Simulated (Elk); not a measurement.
## BaFeO3: spin-resolved bands and density of states

Aim: the bands and densities of states of BaFeO3 in the lowest state of several starts.

Program: Elk 11.2.3 (patched build). Level of theory: PBEsol with U = 4.50 eV, J = 0.90 eV on Fe d; all-electron APW+lo, Dirac cores, scalar-relativistic bands. Results are calculated unless marked as measured.

The database entry behind the starting cell differs from later determinations by our own check (an axis about 1.3 % long against later determinations), so it need not match the best structure at ambient conditions.

## (1) The structure

Symmetry: Pm-3m, No. 221, cubic system. Conventional cell: a = 4.020 Å, b = 4.020 Å, c = 4.020 Å, α = 90.00°, β = 90.00°, γ = 90.00°. Ba has 12 O at 2.84 Å nearest. Nearest to Fe lie 6 O at 2.01 Å. Nearest to O lie 2 Fe at 2.01 Å and 4 Ba at 2.84 Å. Farther neighbours and most contacts between anions are not listed.

## (2) Ground-state run

Bands and densities of states are read from a converged potential, so the magnetic state comes first.

This is the lowest of the starts that converged (ferro +).

Moments are seeded by fields in the spheres (the last three columns under atoms), set against the wanted direction and reduced each loop.

elk.in

```
tasks
  0

xctype
  22

rgkmax
  7.0

nempty
  12

swidth
  0.003

reducebf
  0.6

epsengy
  1e-05

maxscl
  100

lmaxi
  2

spinpol
  .true.

sppath
  './'

avec
  7.59669902100 0.00000000000 0.00000000000
  0.00000000000 7.59669902100 0.00000000000
  0.00000000000 0.00000000000 7.59669902100

atoms
  3
  'Ba.in'
  1
  0.0000000000 0.0000000000 0.0000000000   0.000000 0.000000 0.000000
  'Fe.in'
  1
  0.5000000000 0.5000000000 0.5000000000   0.000000 0.000000 -0.400000
  'O.in'
  3
  0.5000000000 0.5000000000 0.0000000000   0.000000 0.000000 0.000000
  0.0000000000 0.5000000000 0.5000000000   0.000000 0.000000 0.000000
  0.5000000000 0.0000000000 0.5000000000   0.000000 0.000000 0.000000

ngridk
  6 6 6

dft+u
  1 1
  2 2 0.165372 0.033074
```

Launch:

```sh
$ OMP_NUM_THREADS=2 elk
```

Numbers of over 12 decimals in the logs are rounded to 6 here.

Output:

```text
Warning(gndstate): forces or DFT+U at lmaxo under 8 : 6
  [figures from our tests cut]: type lmaxo 8 and lmaxapw 10

--- INFO.OUT ---
┌─────────────────────────┐
│ Elk code version 11.2.3 │
└─────────────────────────┘

All units are atomic (Hartree, Bohr, etc.)

┌─────────────────────────────────────────────────┐
│ Ground-state run starting from atomic densities │
└─────────────────────────────────────────────────┘

Lattice vectors :
   7.596699021       0.000000000       0.000000000
   0.000000000       7.596699021       0.000000000
   0.000000000       0.000000000       7.596699021

Species : 1 (Ba)
 parameters loaded from : Ba.in
 name : barium
 nuclear charge    :   -56.00000000
 electronic charge :    56.00000000
 atomic mass :    250331.8071
 muffin-tin radius :    2.800000000
 number of radial points in muffin-tin :   1393
 inner part over the whole radius :   0.9950032293E-02
 number on inner part of muffin-tin    :    996
 approximate nuclear radius :   0.9171481901E-04
 number of mesh points to nuclear radius :    504
 atomic positions (lattice), magnetic fields (Cartesian) :
  1 :   0.00000000  0.00000000  0.00000000    0.00000000  0.00000000  0.00000000

Species : 2 (Fe)
 parameters loaded from : Fe.in
 name : iron
 nuclear charge    :   -26.00000000
 electronic charge :    26.00000000
 atomic mass :    101799.2075
 muffin-tin radius :    2.141914006
 number of radial points in muffin-tin :    993
 inner part over the whole radius :   0.9919286542E-02
 number on inner part of muffin-tin    :    698
 approximate nuclear radius :   0.7160107270E-04
 number of mesh points to nuclear radius :    334
 atomic positions (lattice), magnetic fields (Cartesian) :
  1 :   0.50000000  0.50000000  0.50000000    0.00000000  0.00000000 -0.40000000

Species : 3 (O)
 parameters loaded from : O.in
 name : oxygen
 nuclear charge    :   -8.000000000
 electronic charge :    8.000000000
 atomic mass :    29165.12205
 muffin-tin radius :    1.606435505
 number of radial points in muffin-tin :    593
 inner part over the whole radius :   0.9821042156E-02
 number on inner part of muffin-tin    :    406
 approximate nuclear radius :   0.5115538663E-04
 number of mesh points to nuclear radius :    174
 atomic positions (lattice), magnetic fields (Cartesian) :
  1 :   0.50000000  0.50000000  0.00000000    0.00000000  0.00000000  0.00000000
  2 :   0.00000000  0.50000000  0.50000000    0.00000000  0.00000000  0.00000000
  3 :   0.50000000  0.00000000  0.50000000    0.00000000  0.00000000  0.00000000

Total number of atoms per unit cell :    5
Total muffin-tin volume :    185.2095994
 ratio of muffin-tin to unit cell volume :   0.4224630518

Spin treatment :
 spin-polarised
 global magnetic field (Cartesian) :    0.000000000       0.000000000       0.000000000
 collinear magnetisation in z-direction

Number of Bravais lattice symmetries :   48
Number of crystal symmetries         :   48
Crystal has inversion symmetry
Real symmetric eigensolver will be used

k-point grid :      6     6     6
k-point offset :    0.000000000       0.000000000       0.000000000
k-point set is reduced with full crystal symmetry group
Total number of k-points :       20

Muffin-tin radius times maximum |G+k| :    7.000000000
 using average radius
Maximum |G+k| for APW functions       :    3.585617181
Maximum (1/2)|G+k|²                   :    6.428325284
Maximum |G| for potential and density :    12.00000000
Constant for pseudocharge density :    8
 order of it for each species :   15  15  15
 order of it for pair densities of each species (exact exchange by exxq0 0: 15) :   15  12   5
Radial integration step length :    1

G-vector grid sizes :     30    30    30
Number of G-vectors :    12893

Maximum angular momentum used for
 APW functions            :    8
 outer part of muffin-tin :    6
 inner part of muffin-tin :    2

Number of empty states         :     60
Total number of valence states :    176
Total number of core states    :     52

Third-order local-orbitals added for an l without core states : T
Total number of local-orbitals :     65

Exchange-correlation functional :     22     0     0
 PBEsol, Phys. Rev. Lett. 100, 136406 (2008)
 gradient requirement :    1
 generalised gradient approximation (GGA)

DFT+U calculation
 fully localised limit (FLL)
 see Phys. Rev. B 52, R5467 (1995)
 species : 2 (Fe), l = 2, U =   0.16537200, J =   0.03307400

Smearing type :    3
 Fermi-Dirac
Smearing width :   0.3000000000E-02
Effective electronic temperature (K) :    947.3250744

Mixing type :    3
 Broyden mixing, J. Phys. A: Math. Gen. 17, L317 (1984)

Kohn-Sham potential initialised from atomic data

┌──────────────────────────────┐
│ Self-consistent loop started │
└──────────────────────────────┘

┌─────────────────┐
│ Loop number : 1 │
└─────────────────┘

Energies :
 Fermi                       :     0.143183
 sum of occupied eigenvalues :     -5863.6984008892
 electron kinetic            :      10190.127780564
 core electron kinetic       :      9741.1478297457
 Coulomb                     :     -19548.986540605
 Coulomb potential           :     -15697.017698312
 nuclear-nuclear             :     -1027.0915150280
 electron-nuclear            :     -21367.457138330
 Hartree                     :      2845.5621127525
 Madelung                    :     -11700.477691449
 xc potential                :     -356.61907539838
 xc effective B-field        :    -0.279144
 external B-field            :      0.000000
 exchange                    :     -268.74773161023
 correlation                 :     -5.762557
 DFT+U                       :     0.223014
 electron entropic           :    -0.73138691783259E-03
 total energy                :     -9633.1467659413
 (external B-field energy excluded from total)

Density of states at Fermi energy :    23.28096895
 (states/Hartree/unit cell)

Estimated indirect band gap :   0.6137833384E-02
 from k-point 16 to k-point 1
Estimated direct band gap   :   0.1039389732E-01
 at k-point 3

Charges :
 core                        :    52.00000000
 valence                     :    54.00000000
 interstitial                :    6.639297441
 muffin-tins (core leakage)
  species : 1 (Ba)
   atom 1                    :    53.62811152     (  0.5308616672E-05)
  species : 2 (Fe)
   atom 1                    :    22.90961931     ( -0.2192817377E-06)
  species : 3 (O)
   atom 1                    :    7.607657244     ( -0.1674092047E-06)
   atom 2                    :    7.607657244     ( -0.1674092047E-06)
   atom 3                    :    7.607657244     ( -0.1674092047E-06)
 total in muffin-tins        :    99.36070256
 total calculated charge     :    105.9995395
 total charge                :    106.0000000
 error                       :   0.4604645384E-03

Moments :
 interstitial                :   0.2179731730
 muffin-tins
  species : 1 (Ba)
   atom 1                    :   0.8427353046E-02
  species : 2 (Fe)
   atom 1                    :    3.585675686
  species : 3 (O)
   atom 1                    :   0.5310614483E-01
   atom 2                    :   0.5310614483E-01
   atom 3                    :   0.5310614483E-01
 total in muffin-tins        :    3.753421474
 total moment                :    3.971394647

[... earlier loops left out ...]

┌──────────────────┐
│ Loop number : 26 │
└──────────────────┘

Energies :
 Fermi                       :     0.231601
 sum of occupied eigenvalues :     -5851.2091316787
 electron kinetic            :      10196.878496562
 core electron kinetic       :      9741.2893678148
 Coulomb                     :     -19555.342521538
 Coulomb potential           :     -15687.385135808
 nuclear-nuclear             :     -1027.0915150280
 electron-nuclear            :     -21389.661440244
 Hartree                     :      2861.4104337338
 Madelung                    :     -11711.649953634
 xc potential                :     -360.39944678835
 xc effective B-field        :    -0.303046
 external B-field            :      0.000000
 exchange                    :     -268.93398027301
 correlation                 :     -5.783066
 DFT+U                       :     0.292812
 electron entropic           :    -0.13740905782696E-02
 total energy                :     -9632.8896327548
 (external B-field energy excluded from total)

Density of states at Fermi energy :    44.58626962
 (states/Hartree/unit cell)

Estimated indirect band gap :   0.3996919550E-02
 from k-point 5 to k-point 10
Estimated direct band gap   :   0.9845952783E-02
 at k-point 10

Charges :
 core                        :    52.00000000
 valence                     :    54.00000000
 interstitial                :    6.896814503
 muffin-tins (core leakage)
  species : 1 (Ba)
   atom 1                    :    53.76601080     (  0.5157448939E-05)
  species : 2 (Fe)
   atom 1                    :    24.08116851     ( -0.2192828461E-06)
  species : 3 (O)
   atom 1                    :    7.085335395     ( -0.1656894986E-06)
   atom 2                    :    7.085335395     ( -0.1656894986E-06)
   atom 3                    :    7.085335395     ( -0.1656894986E-06)
 total in muffin-tins        :    99.10318550
 total calculated charge     :    105.9997101
 total charge                :    106.0000000
 error                       :   0.2899357366E-03

Moments :
 interstitial                :   0.1305809915
 muffin-tins
  species : 1 (Ba)
   atom 1                    :   0.9174045108E-02
  species : 2 (Fe)
   atom 1                    :    3.771108529
  species : 3 (O)
   atom 1                    :   0.8814854021E-01
   atom 2                    :   0.8814854021E-01
   atom 3                    :   0.8814854021E-01
 total in muffin-tins        :    4.044728194
 total moment                :    4.175309186

┌──────────────────────────────┐
│ Self-consistent loop stopped │
└──────────────────────────────┘

Warning : forces or DFT+U at lmaxo under 8 : 6

Wrote STATE.OUT
```

The job ended after 12 min (2 threads of Arm Neoverse N1, shared host; peak memory 0.26 GiB).

Spin moment in the muffin-tin sphere by atom:

```tsv
atom	spin moment in the muffin-tin sphere (μB)
Ba1	0.01
Fe2	3.77
O3	0.09
O4	0.09
O5	0.09
```

This step gave:

```
density of states at the Fermi level : 1.639 states/eV/cell
moment between the spheres           : 0.1306 μB
magnetization                        : 4.175 μB
final state                          : ferromagnetic
```

## (3) Bands and density of states

The potential is kept. Point names follow a standard table for this cell's lattice and can differ from other conventions. The density of states is interpolated from the levels on the mesh (so its value at the Fermi level can differ from the smeared one of the ground-state run), and the bands are solved anew along a path of special points.

elk.in, as its differences from that of step 2:

```diff
@@ -1,3 +1,7 @@
 tasks
-  0
+  10
+  20
+  15
+  33
+  73
 
@@ -45,3 +49,3 @@
   1
-  0.5000000000 0.5000000000 0.5000000000   0.000000 0.000000 -0.400000
+  0.5000000000 0.5000000000 0.5000000000   0.000000 0.000000 -0.000400
   'O.in'
@@ -58 +62,22 @@
   2 2 0.165372 0.033074
+
+wplot
+  300 60 1
+  -0.35000 0.25000
+
+plot1d
+  7 84
+  0.00000000 0.00000000 0.00000000
+  0.00000000 0.50000000 0.00000000
+  0.50000000 0.50000000 0.00000000
+  0.00000000 0.00000000 0.00000000
+  0.50000000 0.50000000 0.50000000
+  0.00000000 0.50000000 0.00000000
+  0.50000000 0.50000000 0.50000000
+
+plot3d
+  0 0 0
+  1 0 0
+  0 1 0
+  0 0 1
+  21 21 21
```

Launch:

```sh
$ OMP_NUM_THREADS=2 elk
```

Output:

```text
┌─────────────────────────────────┐
│ Elk code version 11.2.3 started │
└─────────────────────────────────┘

Info(readinput): the functional depends on the density's gradient
 muffin-tin radial points multiplied by    2.00000
 (not where nrmtscf is given)

┌───────────────────┐
│ Current task : 10 │
└───────────────────┘
Info(checkmt): changed muffin-tin radius of species 2 (Fe) from   2.4000 to   2.1419
Info(checkmt): changed muffin-tin radius of species 3 (O) from   1.8000 to   1.6064

Info(writedos):
 Total density of states written to TDOS.OUT

 Partial density of states written to PDOS_Sss_Aaaaa.OUT
 for all species and atoms

 Spin-quantisation axis :    0.000000000       0.000000000       1.000000000

 Eigenvalues of a random matrix symmetrised with the site
 symmetries in the Yₗₘ basis written to ELMIREP.OUT for all
 species and atoms. Degenerate eigenvalues correspond to
 irreducible representations of each site symmetry group

 Interstitial density of states written to IDOS.OUT

 Fermi energy is at zero in plots

 DOS units are states/Hartree/unit cell

┌───────────────────┐
│ Current task : 20 │
└───────────────────┘

Info(bandstr):
 Band structure plot written to BAND.OUT

 Fermi energy is at zero in plot

 Vertex location lines written to BANDLINES.OUT

┌───────────────────┐
│ Current task : 15 │
└───────────────────┘

Info(writelsj):
 muffin-tin L, S and J expectation values written to LSJ.OUT

┌───────────────────┐
│ Current task : 33 │
└───────────────────┘

Info(rhoplot): 3D density plot written to RHO3D.OUT

┌───────────────────┐
│ Current task : 73 │
└───────────────────┘

Info(vecplot):
 3D magnetisation density written to MAG3D.OUT

┌──────────────────┐
│ Elk code stopped │
└──────────────────┘
```

It took 3.7 min on 2 threads; peak memory 0.39 GiB; 7.1 min of CPU time.

The electronic bands at the labelled points (eV, zero at the Fermi level; # counts the bands kept):

```tsv
point	up #10	up #12	up #13	up #14	down #7	down #8	down #9	down #10
Γ	-1.28	-0.38	-0.38	-0.38	-0.20	-0.20	-0.20	0.92
0.55 of the way	-1.26	-0.82	-0.58	-0.58	-1.35	-0.64	-0.64	0.96
X	-1.08	-0.83	-0.80	-0.80	-1.69	-0.92	-0.92	0.98
0.55 of the way	-1.30	-1.19	-0.52	0.74	-1.23	-1.07	-0.36	1.72
M	-1.45	-1.08	-0.26	1.50	-0.83	-0.83	0.01	1.95
halfway	-1.45	-1.02	-0.77	0.27	-1.14	-0.93	-0.45	1.61
Γ	-1.28	-0.38	-0.38	-0.38	-0.20	-0.20	-0.20	0.92
halfway	-1.28	-0.78	0.17	0.17	-0.68	-0.68	-0.52	1.86
R	-0.22	-0.22	1.51	1.51	0.05	0.05	0.05	2.56
halfway	-1.31	-0.52	0.00	0.76	-0.85	-0.56	-0.42	1.98
X	-1.08	-0.83	-0.80	-0.80	-1.69	-0.92	-0.92	0.98
0.47 of the way	-1.34	-0.56	-0.13	0.66	-0.90	-0.61	-0.50	1.91
R	-0.22	-0.22	1.51	1.51	0.05	0.05	0.05	2.56
```

The density of states has structure finer than the step of the table below, so its rows give means over 1 eV, whole bins alone (the curve runs from -9.52 to 6.75 eV). Peaks (eV: height): up -9.5: 4.52, -6.0: 9.39, -1.3: 7.04, -0.5: 3.37; down -9.4: 4.60, -3.5: 5.58, -2.2: 4.52, 2.1: 5.40; Ba1 p up -9.5: 3.85; Ba1 p down -9.4: 3.96; Fe2 d up -6.0: 7.84.

Table of density of states by energy, zero at the Fermi level; means over each step; 7 of 8 lines; values in states/eV/cell:

```tsv
energy (eV)	up	down	Ba1 p up	Ba1 p down	Fe2 d up	Fe2 d down	O3 p up
-9	0.650	0.784	0.556	0.675	0.00390	8.9e-4	0.00187
-8	0	0	0	0	0	0	0
-7	0.704	0	0.00333	0	0.454	0	0.0504
-6	3.93	0.0366	0.0731	7.8e-6	3.04	2.9e-4	0.117
-5	0.637	0.696	0.00351	9.3e-4	0.300	0.0505	0.0568
-4	0.649	1.42	0.00656	0.0131	0.0471	0.293	0.109
-3	0.551	1.57	0.00734	0.0346	0.128	0.149	0.0785
-2	1.81	2.11	0.0333	0.0888	0.239	0.250	0.315
-1	3.96	2.42	0.104	0.0524	0.264	0.0893	0.834
0	1.19	0.736	0.0117	0.00795	0.137	0.0103	0.267
1	0.560	0.472	4.8e-4	2.5e-4	0.162	0.382	0.106
2	0.00410	3.29	0	0.00654	0.00131	2.57	9.0e-4
3	0	0.671	0	2.9e-4	0	0.473	0
4	0	0.567	0	2.3e-5	0	0.369	0
5	0.00608	0.00952	0	0	0	0.00364	3.4e-5
6	0.196	0.172	7.3e-4	6.4e-4	1.7e-4	5.2e-4	0.00332
```

## (4) Outcome

```
state          : ferromagnetic
largest moment : 3.77 μB
```

What this shows: Right at the Fermi level (the table gives means over its steps) the density of states is 0.88 states/eV a cell for spin up and 0.38 for spin down. Within the window shown, the centres of the Fe2 d states of the two spins lie 6.4 eV apart, a rough measure of the splitting of the spins, to which the U adds. The state is the lowest of the starts that converged; no opposed start was among them. These are Kohn–Sham levels without spin–orbit coupling. The net moment is no whole number, as in a metal, where a U can create or inflate moments that the crystal lacks. With a GGA and lmaxo under 10 this build's totals carry angular errors that reach some ten meV an atom in oxides, so smaller differences are in doubt. Under a U a part-filled d shell can order its orbitals; no such lower state was searched for, and the cell's symmetry can forbid it.

[Logs and program files are shortened in this print: banners, set-up blocks, solver, clock and traceback lines can be left out without a mark of their own.]

[Logs are printed without paths, hosts, clocks, repeated set-up lines and the standing remarks that a program may print on its own settings, such as how far it seeks lower states.]

[Hosts, paths, dates, database ids (printed as entryN), source tags and the programs' standing remarks are cut or masked in the printed files.]

[Where a cell is said to come from a database of computed structures, the database is the Materials Project.]
